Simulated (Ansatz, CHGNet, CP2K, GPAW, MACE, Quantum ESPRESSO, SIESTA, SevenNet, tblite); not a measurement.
# What went wrong? GPAW on random packing of 77TeO2-23ZnO (mol %) (86 atoms)

Program: GPAW 26.7.0, a calculation on a cell of 24 Te, 55 O and 7 Zn, 15.0 Å³ an atom.

Contents of run.py:

```python
import numpy as np
from ase.io import read
from gpaw import GPAW, FermiDirac

atoms = read("structure.xyz")
atoms.calc = GPAW(
    mode="lcao",
    basis="dzp",
    h=0.18,
    xc="PBE",
    kpts={"size": (1, 1, 1), "gamma": True},
    occupations=FermiDirac(0.05),
    maxiter=60,
    symmetry={"point_group": False},
    nbands=199,
    txt="gpaw.txt",
)
energy = atoms.get_potential_energy(force_consistent=True)
forces = atoms.get_forces()
print(f"energy {energy:.6f} eV")
print("forces (eV/A)")
for i, (a, f) in enumerate(zip(atoms, forces)):
    print(f"{i:4d} {a.symbol:2s} {f[0]:10.5f} {f[1]:10.5f} {f[2]:10.5f}")
print(f"Fermi level {atoms.calc.get_fermi_level():.4f} eV")
for k in range(len(atoms.calc.get_ibz_k_points())):
    for s in range(atoms.calc.get_number_of_spins()):
        e = atoms.calc.get_eigenvalues(kpt=k, spin=s)
        n = np.searchsorted(e, atoms.calc.get_fermi_level())
        print(f"k {k} spin {s} levels about the Fermi level:", np.round(e[max(n - 6, 0):n], 4).tolist(), "|", np.round(e[n:n + 6], 4).tolist())
```

Contents of structure.xyz:

```xyz
86
Lattice="10.89410 0.00000 0.00000 0.00000 10.89410 0.00000 0.00000 0.00000 10.89410" Properties=species:S:1:pos:R:3 pbc="T T T"
Te 1.98817 10.08521 0.30296
Te 7.09456 5.34214 10.52490
Te 10.14883 10.38763 10.70204
Te 6.98889 9.23700 4.98176
Te 7.42651 4.46832 4.90387
Te 9.91940 6.58265 3.81293
Te 9.90404 4.59263 10.05885
Te 4.04999 1.10488 0.16080
Te 8.47398 1.92455 9.13056
Te 2.44398 1.07666 3.69866
[... 72 atom lines left out ...]
Zn 0.26843 2.15180 9.72898
Zn 5.09245 6.50443 9.05474
Zn 2.72570 8.58586 2.84445
Zn 5.40533 3.45899 0.72609
```

Started as:

```console
OMP_NUM_THREADS=1 python run.py > output.txt
```

The log of the run:

```text
ValueError: Too few bands!  Electrons: 558.0, bands: 199
```

gpaw.txt:

```text
Input parameters:
  mode=LCAO(),
  basis={'default': 'dzp'},
  h=0.18,
  kpts=MonkhorstPack(size=(1, 1, 1), gamma=True),
  maxiter=60,
  nbands=199,
  occupations=Occupations(name='fermi-dirac', width=0.05, fixmagmom=False),
  symmetry=Symmetry(point_group=False),
  xc=XC(name='PBE')
timing:  # [seconds]
  Total: 0.219  # ━━━━━━━━━━━━━━━━━━━━━━━━━━━━━━━━━━━━━━━━━━━━━━━━━━━━━━━━━━━
  Init:  0.195  # ━━━━━━━━━━━━━━━━━━━━━━━━━━━━━━━━━━━━━━━━━━━━━━━━━━━━╸
```

Wall time 2.2 s (1 thread of Arm Neoverse V1, shared host); peak memory 0.12 GiB.

Banners, paths, timers and routine set-up lines are dropped from the logs unmarked, and long logs keep their key lines alone; longer cuts are marked.

Q: Find the fault and mend it.

Too few bands: bands 199. Mend: ask for at least half as many bands as electrons, and some more for the smearing.

The program stopped at the start.

[Also dropped from logs without a mark: logging warnings of Python, and SIESTA's first energy breakdown and zero terms.]

[Logs are printed without paths, hosts, clocks, repeated set-up lines and the standing remarks that a program may print on its own settings, such as how far it seeks lower states.]

[Hosts, paths, dates, database ids (printed as entryN), source tags and the programs' standing remarks are cut or masked in the printed files.]
